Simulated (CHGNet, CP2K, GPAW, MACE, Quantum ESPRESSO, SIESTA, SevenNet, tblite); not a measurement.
# (14,0) carbon nanotube bundle (112 atoms) in SIESTA, part 2 of 2

How do the settings of SIESTA change the result for (14,0) carbon nanotube bundle (112 atoms)? A plane-wave run serves as the yardstick.

Program: SIESTA 5.4.2; the method stands at each step. Banners, paths, timers and routine set-up lines are dropped from the logs unmarked, and long logs keep their key lines alone; longer cuts are marked. The potentials were converted by us to PSML.

So far. Step 2 (PBE, DZP, shift 0.01 Ry, mesh 300 Ry): Forces lie 14 % from the reference's, at 0.38 times its CPU time (on 2 against 4 cores). Step 3 (PBE, SZP, shift 0.01 Ry, mesh 300 Ry): Against the first run (14 %), the force difference from the reference is 28 %, at 0.75 times the CPU time, with 1008 basis functions against 1456: the smaller basis costs accuracy.

**4. PBE, DZ, shift 0.01 Ry, mesh 300 Ry**

Method: Kohn-Sham DFT, PBE, PseudoDojo 0.4.1 norm-conserving pseudopotentials (converted to PSML), numerical atomic orbitals (DZ), diagonalisation.

The input, input.fdf:

```
SystemLabel cell
NumberOfAtoms 112
NumberOfSpecies 1
%block ChemicalSpeciesLabel
  1 6 C
%endblock ChemicalSpeciesLabel
LatticeConstant 1.0 Ang
%block LatticeVectors
  14.26259 0.00000 0.00000
  -7.13130 12.35177 0.00000
  0.00000 0.00000 8.37084
%endblock LatticeVectors
PAO.BasisSize DZ
PAO.EnergyShift 0.01 Ry
XC.Functional GGA
XC.Authors PBE
MeshCutoff 300 Ry
%block kgrid_Monkhorst_Pack
  1 0 0 0.0
  0 1 0 0.0
  0 0 1 0.0
%endblock kgrid_Monkhorst_Pack
SolutionMethod diagon
OccupationFunction FD
ElectronicTemperature 580 K
SCF.Mixer.Method Pulay
SCF.Mixer.Weight 0.05
SCF.Mixer.History 8
SCF.Mix Hamiltonian
MaxSCFIterations 300
SCF.DM.Tolerance 1e-04
SCF.H.Tolerance 1.0e-3 eV
WriteForces T
Write.HirshfeldPop T
Write.VoronoiPop T
Write.DM F
Write.H F
XML.Write F
AtomicCoordinatesFormat Fractional
%block AtomicCoordinatesAndAtomicSpecies
[... 112 atom lines left out: the same atoms as in the first run ...]
%endblock AtomicCoordinatesAndAtomicSpecies
```

Started as:

```bash
$ OMP_NUM_THREADS=1 mpirun -np 2 siesta < input.fdf > output.txt
```

The program printed:

```text
Version         : 5.4.2
reinit: System Name:
reinit: System Label: cell
initatom: Reading input for the pseudopotentials and atomic orbitals ----------
Species number:   1 Atomic number:    6 Label: C
Ground state valence configuration (from tables):   2s02  2p02  3d00  4f00
---- Processing specs for species: C
GGA--PBE XC_GGA_X_PBE--XC_GGA_C_PBE pb
C pseudopotential only contains V_ls up to l=1 -- lmxkb reset.
Using PAO.SplitTailNorm
%block ChemicalSpeciesLabel
    1    6 C                       # Species index, atomic number, species label
[... lines left out ...]
stepf: Fermi-Dirac step function
        iscf     Eharris(eV)        E_KS(eV)     FreeEng(eV)     dDmax    Ef(eV) dHmax(eV)
[... lines left out ...]
SCF Convergence by DM+H criterion
[... lines left out ...]
SCF cycle converged after 15 iterations
[... lines left out ...]
   Max    7.418000
[... lines left out ...]
   Max    7.418000    constrained
Stress tensor Voigt[x,y,z,yz,xz,xy] (kbar):     -129.13     -131.42     -312.50       -3.70       -1.45       -1.29
[... lines left out ...]
siesta: FreeEng =    -18279.131755
[... lines left out ...]
siesta:       Kinetic =   12927.223048
siesta:       Hartree =   19779.609961
siesta:         Exch. =   -6022.171369
siesta:         Corr. =    -574.350747
siesta:   Exch.-corr. =   -6596.522116
siesta:  Ion-electron =  -51410.673331
siesta:       Ion-ion =    7021.249329
siesta:         Total =  -18279.113109
siesta:         Fermi =      -4.029575
siesta: Stress tensor (static) (eV/Ang**3):
siesta:    -0.080598   -0.000804   -0.000904
siesta:    -0.000804   -0.082025   -0.002309
siesta:    -0.000904   -0.002309   -0.195048
siesta: Cell volume =       1474.676077 Ang**3
siesta: Pressure (static):
siesta:                Solid            Molecule  Units
siesta:           0.00129851          0.00117509  Ry/Bohr**3
siesta:           0.11922355          0.10789218  eV/Ang**3
siesta:         191.01718475        172.86232539  kBar
    Orbital volume contribution        =          28.588649 eV
    (Free)E + p_basis*V_orbitals       =      -18250.543106 eV
    (Free)Eharris+ p_basis*V_orbitals  =      -18250.543110 eV
Hirshfeld Atomic Populations:
Atom #   charge [q] valence [e]  Species
     1     0.002924    3.997076  C
     2    -0.001341    4.001341  C
     3     0.001709    3.998291  C
[...]
--------------------
 Total    -0.000004
Voronoi Atomic Populations:
Atom #   charge [q] valence [e]  Species
[...]
111     0.001867    3.998133  C
   112     0.001318    3.998682  C
--------------------
 Total    -0.000004
```

Wall time 58 s (2 MPI ranks of Arm Neoverse V1, shared host); peak memory 0.92 GiB; 1.9 min of CPU time.

Against the reference:

- r.m.s. force component: 2.35 eV/Å
- r.m.s. difference of force components: 357.8 meV/Å
- longest difference of force vectors: 1377 meV/Å
- force difference over r.m.s. force: 17.74 %
- slope of forces against the reference's: 1.163
- correlation of force components: 0.9982
- pressure: 19.1 GPa
- pressure difference: 6.906 GPa

This is a coarse setting, run to see what it loses.

Against the first run (14 %), the force difference from the reference is 18 %, at 0.39 times the CPU time, with 896 basis functions against 1456: the smaller basis costs accuracy.

**5. All runs compared**

Differences are against the plane-wave reference, forces as r.m.s. over components; share is that over the reference's r.m.s. force, slope the least-squares factor from reference forces to these. Total energies of different programs have different zeros and aren't compared.

```csv
run,"Δ force, r.m.s. (meV/Å)",share (%),slope,Δ pressure (GPa),cores,CPU time,memory (GiB)
reference,-,-,-,-,4,13 min,4.1
"SIESTA PBE, DZP, shift 0.01 Ry, mesh 300 Ry",287,14.2,1.121,6.51,2,5 min,1.4
"SIESTA PBE, SZP, shift 0.01 Ry, mesh 300 Ry (coarse)",558,27.7,1.222,14.2,2,3.7 min,1.2
"SIESTA PBE, DZ, shift 0.01 Ry, mesh 300 Ry (coarse)",358,17.7,1.163,6.91,2,1.9 min,0.92
```

Rows marked coarse were listed beforehand as settings not expected to be converged; some can still land near the reference.

CPU time is summed over cores on a shared host, where runs went side by side, so it is rough. Symmetry, cutoffs, thresholds, outputs and thread counts weren't matched or tuned between programs; memory under MPI is the largest rank's times the ranks.

A second geometry, displaced anew (every atom was moved at random, 0.06 Å r.m.s. a Cartesian component), gives an energy difference that all programs can be tested on. The reference puts it at 202.7 meV/atom.

```
                                        run  energy less the first geometry's (meV/atom)  error (meV/atom)  force share at the second geometry (%)
SIESTA PBE, DZP, shift 0.01 Ry, mesh 300 Ry                                        216.9              14.3                                    13.2
SIESTA PBE, SZP, shift 0.01 Ry, mesh 300 Ry                                        223.2              20.5                                    25.3
 SIESTA PBE, DZ, shift 0.01 Ry, mesh 300 Ry                                        227.0              24.3                                    16.5
```

**6. Outcome**

```
nearest in forces : SIESTA PBE, DZP, shift 0.01 Ry, mesh 300 Ry, 14 %
its CPU time      : 5 min
```

What this shows: The PBE run in local orbitals, coarse settings apart, differs by 14 % (SIESTA PBE, DZP, shift 0.01 Ry, mesh 300 Ry); basis, grid and potentials can all enter. Runs with settings chosen to be coarse differ by 18 % (SIESTA PBE, DZ, shift 0.01 Ry, mesh 300 Ry) to 28 % (SIESTA PBE, SZP, shift 0.01 Ry, mesh 300 Ry), their programs' other errors included. Of the electronic-structure runs that take under half the reference's CPU time, SIESTA PBE, DZP, shift 0.01 Ry, mesh 300 Ry comes nearest, at 14 % in 5 min against 13 min; its pressure misses by +6.5 GPa. SIESTA PBE, SZP, shift 0.01 Ry, mesh 300 Ry stiffens the forces by a factor of 1.22 while following their directions (correlation 0.991); the slopes of the 3 SIESTA runs lie between 1.12 and 1.22. In pressure, SIESTA PBE, SZP, shift 0.01 Ry, mesh 300 Ry misses by +14.2 GPa, at the same functional. The energy difference between the two geometries, 203 meV/atom in the reference, is met best by SIESTA PBE, DZP, shift 0.01 Ry, mesh 300 Ry (+14.3) and worst by SIESTA PBE, DZ, shift 0.01 Ry, mesh 300 Ry (coarse) (+24.3). The reference's pressure holds the uncorrected Pulay stress of its 45 Ry basis, so small pressure differences, and their order, may be the reference's own error. The reference's stress is far from hydrostatic: its diagonal is 7.7, 7.8, 21.1 GPa, compression counted positive. The reference's pressure of 12 GPa belongs to a cell and atoms that aren't relaxed at this level. The electronic-structure runs sample only Γ, in a cell whose shortest periodic width is 8 Å.

[Also dropped from logs without a mark: logging warnings of Python, and SIESTA's first energy breakdown and zero terms.]

[Logs are printed without paths, hosts, clocks, repeated set-up lines and the standing remarks that a program may print on its own settings, such as how far it seeks lower states.]

[Hosts, paths, dates, database ids (printed as entryN), source tags and the programs' standing remarks are cut or masked in the printed files.]
